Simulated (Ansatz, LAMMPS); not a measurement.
# Amorphous 86ZrO2-14SiO2 (mol %) (84 atoms): geometry optimisation, part 3 of 4

Aim: bring amorphous 86ZrO2-14SiO2 (mol %) (84 atoms) to a nearby minimum of the energy and see what moves.

Ansatz 0.2.0; Kohn-Sham DFT, PBE, PAW (set soft_2), plane waves.

The cell: 24 Zr, 4 Si and 56 O. The quench rate of 50 K/ps is many orders above laboratory rates. The network of bonds at the start is that of the classical potential that made the cell. Only the Γ point is sampled in the main run, in a cell whose shortest periodic width is 10 Å.

So far. Step 4 (Cell and atoms relaxed): The relaxation changed the energy by -42.4 meV/atom, and atoms moved by 0.16 Å r.m.s., 0.45 Å at most.

**6. Single point at the relaxed geometry**

The electronic structure is read at the final geometry, in a run of its own.

input.yaml

```yaml
crystal:
  lattice:
    - [10.11352, -0.24668, 0.07416]
    - [-0.24668, 10.28298, 0.14253]
    - [0.07416, 0.14253, 10.48946]
  atoms:
    - { symbol: Zr, position: [0.94645, 0.53548, 0.77371] }
    - { symbol: Zr, position: [0.54587, 0.30532, 0.98797] }
    - { symbol: Zr, position: [0.49247, 0.61737, 0.86574] }
    - { symbol: Zr, position: [0.18683, 0.51512, 0.24541] }
    - { symbol: Zr, position: [0.25506, 0.02535, 0.96199] }
    - { symbol: Zr, position: [0.3117, 0.21116, 0.20024] }
    - { symbol: Zr, position: [0.64136, 0.94687, 0.00057] }
    - { symbol: Zr, position: [0.28891, 0.98376, 0.46578] }
    - { symbol: Zr, position: [0.90748, 0.3994, 0.48311] }
    - { symbol: Zr, position: [0.02509, 0.32677, 0.00599] }
    - { symbol: Zr, position: [0.94778, 0.86507, 0.7906] }
    - { symbol: Zr, position: [0.41063, 0.64597, 0.56418] }
    - { symbol: Zr, position: [0.74792, 0.14521, 0.78495] }
    - { symbol: Zr, position: [0.59905, 0.08836, 0.43864] }
    - { symbol: Zr, position: [0.72486, 0.76455, 0.31714] }
    - { symbol: Zr, position: [0.41889, 0.79006, 0.17043] }
    - { symbol: Zr, position: [0.08399, 0.17107, 0.7365] }
    - { symbol: Zr, position: [0.61946, 0.39129, 0.62366] }
    - { symbol: Zr, position: [0.09226, 0.70969, 0.47527] }
    - { symbol: Zr, position: [0.04172, 0.87002, 0.20893] }
    - { symbol: Zr, position: [0.54633, 0.48183, 0.31293] }
    - { symbol: Zr, position: [0.77645, 0.62482, 0.02408] }
    - { symbol: Zr, position: [0.92142, 0.98001, 0.47928] }
    - { symbol: Zr, position: [0.24703, 0.34626, 0.52373] }
    - { symbol: Si, position: [0.27454, 0.42315, 0.80591] }
    - { symbol: Si, position: [0.17153, 0.69591, 0.97261] }
    - { symbol: Si, position: [0.85338, 0.16061, 0.26434] }
    - { symbol: Si, position: [0.46838, 0.93373, 0.72267] }
    - { symbol: O, position: [0.46572, 0.77462, 0.72143] }
    - { symbol: O, position: [0.15259, 0.19631, 0.92129] }
    - { symbol: O, position: [0.62058, 0.49864, 0.971] }
    - { symbol: O, position: [0.70727, 0.42099, 0.43569] }
    - { symbol: O, position: [0.61504, 0.8651, 0.19164] }
    - { symbol: O, position: [0.3904, 0.58977, 0.23153] }
    - { symbol: O, position: [0.26876, 0.79214, 0.54432] }
    - { symbol: O, position: [0.15564, 0.84117, 0.04021] }
    - { symbol: O, position: [0.66657, 0.14741, 0.9848] }
    - { symbol: O, position: [0.72274, 0.93359, 0.44918] }
    - { symbol: O, position: [0.98315, 0.83745, 0.60479] }
    - { symbol: O, position: [0.33411, 0.69058, 0.96832] }
    - { symbol: O, position: [0.23557, 0.5541, 0.47392] }
    - { symbol: O, position: [0.90389, 0.01039, 0.25836] }
    - { symbol: O, position: [0.3464, 0.99756, 0.79275] }
    - { symbol: O, position: [0.92042, 0.23772, 0.8423] }
    - { symbol: O, position: [0.46812, 0.97964, 0.57005] }
    - { symbol: O, position: [0.69248, 0.15449, 0.27773] }
    - { symbol: O, position: [0.60454, 0.98458, 0.79117] }
    - { symbol: O, position: [0.45329, 0.43079, 0.50337] }
    - { symbol: O, position: [0.56852, 0.56178, 0.69245] }
    - { symbol: O, position: [0.60378, 0.28822, 0.79587] }
    - { symbol: O, position: [0.1942, 0.13073, 0.55395] }
    - { symbol: O, position: [0.50249, 0.34233, 0.18571] }
    - { symbol: O, position: [0.83607, 0.68487, 0.83012] }
    - { symbol: O, position: [0.69122, 0.59134, 0.21565] }
    - { symbol: O, position: [0.01105, 0.48229, 0.34174] }
    - { symbol: O, position: [0.90482, 0.06241, 0.66338] }
    - { symbol: O, position: [0.18162, 0.34677, 0.12554] }
    - { symbol: O, position: [0.91208, 0.77719, 0.37768] }
    - { symbol: O, position: [0.31519, 0.55649, 0.72304] }
    - { symbol: O, position: [0.56399, 0.67608, 0.42214] }
    - { symbol: O, position: [0.98322, 0.57848, 0.58305] }
    - { symbol: O, position: [0.11697, 0.57962, 0.07004] }
    - { symbol: O, position: [0.08554, 0.70519, 0.84142] }
    - { symbol: O, position: [0.89142, 0.47612, 0.9649] }
    - { symbol: O, position: [0.18896, 0.05421, 0.16237] }
    - { symbol: O, position: [0.38801, 0.42722, 0.91407] }
    - { symbol: O, position: [0.05688, 0.33095, 0.5964] }
    - { symbol: O, position: [0.6171, 0.74486, 0.9674] }
    - { symbol: O, position: [0.41137, 0.13099, 0.3703] }
    - { symbol: O, position: [0.26205, 0.34168, 0.33813] }
    - { symbol: O, position: [0.14374, 0.7151, 0.27985] }
    - { symbol: O, position: [0.90833, 0.25065, 0.14626] }
    - { symbol: O, position: [0.66541, 0.18686, 0.58504] }
    - { symbol: O, position: [0.3637, 0.88596, 0.30899] }
    - { symbol: O, position: [0.87372, 0.77269, 0.12613] }
    - { symbol: O, position: [0.3875, 0.17993, 0.02336] }
    - { symbol: O, position: [0.4353, 0.93259, 0.02948] }
    - { symbol: O, position: [0.81304, 0.41695, 0.6713] }
    - { symbol: O, position: [0.90947, 0.19887, 0.40887] }
    - { symbol: O, position: [0.10297, 0.933, 0.39698] }
    - { symbol: O, position: [0.81934, 0.96516, 0.8989] }
    - { symbol: O, position: [0.1175, 0.43811, 0.84181] }
    - { symbol: O, position: [0.09922, 0.98625, 0.82372] }
    - { symbol: O, position: [0.28575, 0.29642, 0.71636] }
kpoints:
  mp_grid: { grid: [1, 1, 1] }
hamiltonian:
  xc: pbe
scf:
  occupations: { method: fermi_dirac, width: 0.025 }
output:
  forces: true
  stress: true
  populations: true
  dos:
    method: { smearing: { sigma: 0.08 } }
    de: 0.05
    projected: { site_lists: { O: [O], Si: [Si], Zr: [Zr] } }
  eigenvalues: true
  write_density: true
  write_potential: true
  volumetric_format: npy
```

Started as:

```
ansatz run input.yaml --threads 4 --pin off --max-ram 8192MiB --backend cpu --events-out ev --progress --plain --runs-dir out
```

Numbers of over 12 decimals in the logs are rounded to 6 here.

The log of the run:

```text
[...]
Crystal: 84 atoms, lattice volume = 1089.968 Å³
Basis set: ecut = 420 eV, 21293 PW (Γ), exchange–correlation on 144×144×144 points (8 copies of the dense FFT grid, shifted against one another)
Bands: 404, of which v1, the nominal top of the filled ones, is band 320 counted from 1 (319 counted from 0)
Symmetry: 1 space group operations
[...]
k-points: 1
[...]
SCF iter   1: F=—  HF=-134860.990034 eV  |F-HF|=—  |Δ(HF+E_count)|=         —  Δρ=3.98e-3  dr2=1.24e-1  ethr=1.77e-3  ⟨swp⟩=6.0  Hψ=1519  notcnv=0  defer=44
[...]
SCF iter  10: F=-134860.988265 eV  HF=-134860.988265 eV  |F-HF|=3.92e-8  |Δ(HF+E_count)|=   1.83e-7  Δρ=2.81e-6  dr2=8.05e-8  ethr=1.56e-11  ⟨swp⟩=17.0  Hψ=3066  notcnv=0
SCF 1 converged in 10 iterations: F = -134860.988265 eV  dr2 = 8.05e-8
[...]
SCF converged after 10 iterations
Free energy (F): -134860.988265 eV
[...]
Internal energy: -134860.988265 eV  (E = F + TS)
E sigma→0 (E₀):  -134860.988265 eV
Fermi energy:    10.045069 eV
[...]
--- Forces (eV/Å), atoms counted from 1 ---
  atom   1  Zr    -0.00242142     0.00035873    -0.00473434
  atom   2  Zr     0.00207295    -0.00193880     0.00375623
  atom   3  Zr    -0.00557970    -0.01198109    -0.00915068
  atom   4  Zr     0.00086648    -0.00871262     0.00598649
  atom   5  Zr     0.00352401    -0.00487466     0.00616688
  atom   6  Zr     0.00119530     0.00187635     0.00246054
  atom   7  Zr    -0.00075578     0.00407861     0.00380296
  atom   8  Zr    -0.00091898     0.00125583     0.00089598
  atom   9  Zr    -0.00222726    -0.00453057    -0.00222431
  atom  10  Zr    -0.00188000    -0.00565899     0.00989044
  atom  11  Zr    -0.00031167     0.00154184     0.00140529
  atom  12  Zr     0.00388800    -0.00573425     0.00242998
  atom  13  Zr     0.00354773     0.00322544     0.00413043
  atom  14  Zr     0.00603835     0.00215370    -0.00591821
[...]
atom  83  O     -0.00750618    -0.00527641    -0.00132819
  atom  84  O      0.00224579     0.00306731    -0.00620566
  max |Σ_I F_I| component: 1.17e-4 eV/Å
--- Stress (GPa, compression-positive) ---
       -0.015884      -0.017211       0.006366
       -0.017210      -0.009220       0.003815
        0.006366       0.003815       0.009413
  P = ⅓ Tr σ = -0.0052 GPa (-0.052 kbar)
--- Band table (eV) ---
[...]
--- Löwdin populations: 84 sites ---
  site symbol       q [e]
     0     Zr     10.4732
     1     Zr     10.4819
     2     Zr     10.4966
[...]
83      O      6.7347
  spilling = 0.005316 (of n_electrons = 640.000000)
```

Run time: 16 s. Hardware: 4 threads of AMD EPYC 7B13 (Zen 3), shared host; peak memory 1.6 GiB; 59 s of CPU time.

Numbers from this run:

```yaml
free_energy: -134860.9883 eV
free_energy_per_atom: -1605.4880 eV/atom
scf_cycles: 10
pressure: -0.005231 GPa
r_m_s_force_component: 0.00389 eV/Å
longest_force: 0.01988 eV/Å
fermi_energy: 10.05 eV
spacing_of_highest_filled_and_lowest_empty_level: 3.626 eV
spilling_of_the_projection: 0.005316
```

Löwdin charges by element and coordination (they lack the spilled electrons, 0.041 e an atom on average):

```tsv
element	coordination	atoms	mean charge (e)	spread	least	most
O	all	56	-0.690	0.0454	-0.776	-0.593
O	2	6	-0.698	0.061	-0.755	-0.593
O	3	45	-0.689	0.0442	-0.776	-0.608
O	4	5	-0.686	0.0316	-0.726	-0.642
Si	all	4	1.63	0.02	1.61	1.67
Zr	all	24	1.48	0.0282	1.42	1.53
Zr	5	2	1.45	0.022	1.43	1.48
Zr	6	13	1.48	0.0295	1.42	1.53
Zr	7	9	1.48	0.0242	1.44	1.52
```

States in the cell by windows of 1 eV, zero at the Fermi level; the larger projections on atomic orbitals stand beside the total:

```tsv
from (eV)	to (eV)	total	O p	Zr d	O s
-18	-17	42.8	0.1	3.5	35.7
-17	-9	0.0	0.0	0.0	0.0
-9	-8	8.0	5.1	0.6	0.8
-8	-7	6.0	4.2	0.8	0.1
-7	-6	37.9	26.6	7.6	0.5
-6	-5	69.6	51.2	14.8	0.6
-5	-4	67.7	54.3	9.8	0.7
-4	-3	80.3	70.5	6.6	0.6
-3	-2	62.8	58.4	2.9	0.3
-2	-1	3.7	3.5	0.1	0.0
-1	1	0.0	0.0	0.0	0.0
1	2	8.7	0.9	7.1	0.1
2	3	56.1	6.0	46.5	0.9
3	4	59.6	8.9	45.6	1.6
```

Between -26 and -18 eV lie 69 more states.

The stored curve holds about 448 of the 640 electrons; the rest, give or take the few that broadening carries across the Fermi level, lie in deeper levels below its range.

The levels nearest the highest filled one (over half full), pooled over k-points and spins:

```tsv
level less the highest filled one (eV)	occupation
-0.409	2
-0.356	2
-0.318	2
-0.242	2
-0.135	2
0	2
3.63	0
3.68	0
3.73	0
3.77	0
3.85	0
3.89	0
```

Electrostatic potential energy in the ac plane at fractional y = 0.145, with atoms of Zr and Si and O within 0.2 Å of it. With pseudopotentials it is smooth inside the atoms' cores, unlike the true potential.

Ten even steps from '0' (-42 eV) to '9' (15 eV), each cell a mean:
```
9998788888779999940159999999
9996468889999999985589999999
9997678899999999998876789999
8878889999999999997411368999
6423689999999999986100048998
4000378999999999986100048997
3000278999999999997522378987
6312589999999999999877789998
8777889999999999987789999999
9998634899999999963479999999
9998301699999998874589999999
9999634899999987667899999999
9999999999999875214789999889
9999999999866874003689997569
9999999998411686335789987569
9999999998512688777678766789
9999998888877999983126410379
9999998655789999983115200168
9999987422578999998668511379
9999987522578999999999877889
9999998766789999999999999999
9999999888889999999999999999
9999999987447999997899999999
9999998886226999951269999999
```
Columns run along a (10.1 Å; values clipped at the 3rd and 97th percentile), rows up along c (10.5 Å). Atoms in or near the plane, at fractional coordinates: Zr at (0.75, 0.78), Si at (0.85, 0.26), O at (0.67, 0.98), O at (0.69, 0.28), O at (0.19, 0.55), O at (0.41, 0.37).

Valence density in the ac plane at fractional y = 0.145, with atoms of Zr and Si and O within 0.2 Å of it. It is the smooth field of the valence electrons, not physical close to the nuclei.

Values in e/Å³, 13 rows by 16 columns, each cell a mean:
```
0.1 0.5 1.7 0.8 0.3 0.5 0.8 0.2 0.1 0.6 3.7 2.5 0.2 0.0 0.1 0.0
0.1 0.5 1.2 0.6 0.1 0.1 0.0 0.0 0.0 0.1 0.3 0.9 0.9 0.3 0.3 0.2
1.0 2.1 0.9 0.1 0.0 0.0 0.0 0.0 0.0 0.1 0.5 3.3 3.6 1.1 0.3 0.3
2.0 3.7 1.9 0.2 0.0 0.0 0.0 0.0 0.0 0.1 0.3 1.7 2.1 0.6 0.3 0.3
0.4 0.8 0.7 0.6 0.2 0.0 0.0 0.0 0.0 0.3 1.1 0.7 0.2 0.2 0.5 0.3
0.1 0.2 2.4 4.5 0.9 0.1 0.0 0.0 0.1 0.5 2.5 1.4 0.2 0.1 0.1 0.1
0.1 0.1 0.9 1.6 0.4 0.1 0.2 0.1 0.3 1.4 1.1 0.3 0.1 0.2 0.4 0.2
0.1 0.0 0.1 0.1 0.1 0.6 2.9 1.7 0.7 2.1 1.5 0.2 0.1 0.5 1.8 0.9
0.1 0.0 0.0 0.0 0.1 0.7 3.6 2.0 0.3 0.4 1.4 2.0 0.6 0.4 0.7 0.4
0.0 0.0 0.1 0.2 0.7 0.8 0.4 0.2 0.1 0.2 2.6 4.6 1.1 0.2 0.2 0.2
0.0 0.1 0.2 0.5 1.4 1.6 0.3 0.0 0.0 0.0 0.3 0.4 0.2 0.2 0.3 0.2
0.0 0.0 0.2 0.3 0.3 0.6 0.6 0.2 0.0 0.1 0.1 0.1 0.0 0.1 0.2 0.1
0.0 0.1 0.2 0.2 0.2 1.7 3.5 0.8 0.1 0.5 2.9 1.9 0.2 0.0 0.0 0.0
```
Columns run along a (10.1 Å), rows up along c (10.5 Å). Atoms in or near the plane, at fractional coordinates: Zr at (0.75, 0.78), Si at (0.85, 0.26), O at (0.67, 0.98), O at (0.69, 0.28), O at (0.19, 0.55), O at (0.41, 0.37).

Mean Löwdin charges: O -0.69, Si +1.63, Zr +1.48 e (they miss 0.53 % of the electrons, so they add up to more than the cell's charge). The largest share in the top eV of filled states is O p (94 % of the projected weight), and in the lowest eV of empty states Zr d (85 % of the projected weight).

A closer look about O48, which has 4 bonded neighbours where the commonest count for O is 3: 10 atoms, nearest first, numbered in the order of the input, with positions taken from that point.

```tsv
atom	x	y	z	distance (Å)	bonds	Löwdin charge (e)
O48	0.00	0.00	0.00	0.00	4	-0.73
Zr18	1.70	-0.43	1.27	2.16	6	1.42
Zr24	-2.06	-0.82	0.19	2.23	6	1.47
Zr21	0.91	0.47	-1.98	2.24	6	1.49
Zr12	-0.48	2.23	0.67	2.38	7	1.52
O41	-2.23	1.32	-0.31	2.61	4	-0.70
O32	2.57	-0.17	-0.69	2.66	3	-0.71
O49	1.15	1.35	2.01	2.68	3	-0.64
O70	-1.92	-0.89	-1.76	2.76	3	-0.62
O60	1.05	2.48	-0.81	2.82	3	-0.71
```

The column of bonds counts only the pairs O-Zr within 2.82 Å, O-Si within 2.08 Å; other neighbours, such as metal atoms beside each other in a compound, aren't counted, and periodic images can show an atom twice.

**7. K-mesh 2×2×2**

Large cells are often run on few k-points; this run checks whether the reference had enough.

input.yaml, as its differences from that of step 6:

```diff
@@ -8,3 +8,3 @@
 kpoints:
-  mp_grid: { grid: [1, 1, 1] }
+  mp_grid: { grid: [2, 2, 2] }
 hamiltonian:
@@ -22,4 +22 @@
   eigenvalues: true
-  write_density: true
-  write_potential: true
-  volumetric_format: npy
```

The log of the run:

```text
[...]
Crystal: 84 atoms, lattice volume = 1089.968 Å³
Basis set: ecut = 420 eV, 21293 PW (Γ), exchange–correlation on 144×144×144 points (8 copies of the dense FFT grid, shifted against one another)
Bands: 404, of which v1, the nominal top of the filled ones, is band 320 counted from 1 (319 counted from 0)
Symmetry: 1 space group operations
[...]
k-points: 8
[...]
SCF iter   1: F=—  HF=-134861.070056 eV  |F-HF|=—  |Δ(HF+E_count)|=         —  Δρ=3.96e-3  dr2=1.22e-1  ethr=1.77e-3  ⟨swp⟩=6.0  Hψ=12007  notcnv=0  defer=360
[...]
SCF iter   9: F=—  HF=-134861.067950 eV  |F-HF|=—  |Δ(HF+E_count)|=   8.39e-7  Δρ=3.11e-6  dr2=1.58e-7  ethr=2.28e-10  ⟨swp⟩=2.0  Hψ=4410  notcnv=0  defer=606
SCF iter  10: F=-134861.067951 eV  HF=-134861.067951 eV  |F-HF|=3.93e-8  |Δ(HF+E_count)|=   1.87e-7  Δρ=2.81e-6  dr2=8.07e-8  ethr=1.56e-11  ⟨swp⟩=13.5  Hψ=15104  notcnv=0
SCF 1 converged in 10 iterations: F = -134861.067951 eV  dr2 = 8.07e-8
[...]
SCF converged after 10 iterations
Free energy (F): -134861.067951 eV
[...]
Internal energy: -134861.067951 eV  (E = F + TS)
E sigma→0 (E₀):  -134861.067951 eV
Fermi energy:    10.012810 eV
[...]
Σ components = -134861.067951   (vs F -134861.067951, Δ=0.00e0)
--- Forces (eV/Å), atoms counted from 1 ---
  atom   1  Zr    -0.01195563    -0.01777811     0.00168614
  atom   2  Zr    -0.03289568     0.03634253    -0.02537393
  atom   3  Zr    -0.01927973    -0.00978382     0.00997656
  atom   4  Zr    -0.00913940    -0.03544407     0.00401557
[...]
atom  84  O      0.01681392    -0.02064682    -0.01955583
  max |Σ_I F_I| component: 1.24e-4 eV/Å
--- Stress (GPa, compression-positive) ---
        0.022867      -0.014447       0.003609
       -0.014446      -0.011448       0.018881
        0.003609       0.018880      -0.020175
  P = ⅓ Tr σ = -0.0029 GPa (-0.029 kbar)
--- Band table (eV; the first three rows and the last of 8) ---
[...]
--- Löwdin populations: 84 sites ---
  site symbol       q [e]
     0     Zr     10.4746
     1     Zr     10.4812
     2     Zr     10.4963
[...]
83      O      6.7346
  spilling = 0.005328 (of n_electrons = 640.000000)
```

Elapsed: 2.4 min, on 4 threads; peak memory 5.8 GiB.

The program notes that it cut back its work space to fit the memory limit.

Geometry and reference: those of the single point at the relaxed geometry.

Forces differ from those of the single point at the relaxed geometry by 15 meV/Å r.m.s.; the energy by -0.95 meV/atom and the gap by -0.059 eV. It took 2.4 min and 10 cycles; the reference's time can't be set against it, since the two runs asked for unlike analyses.

(Part 3 of 4 ends here.)

[Logs are printed without paths, hosts, clocks, repeated set-up lines and the standing remarks that a program may print on its own settings, such as how far it seeks lower states.]

[Hosts, paths, dates, database ids (printed as entryN), source tags and the programs' standing remarks are cut or masked in the printed files.]
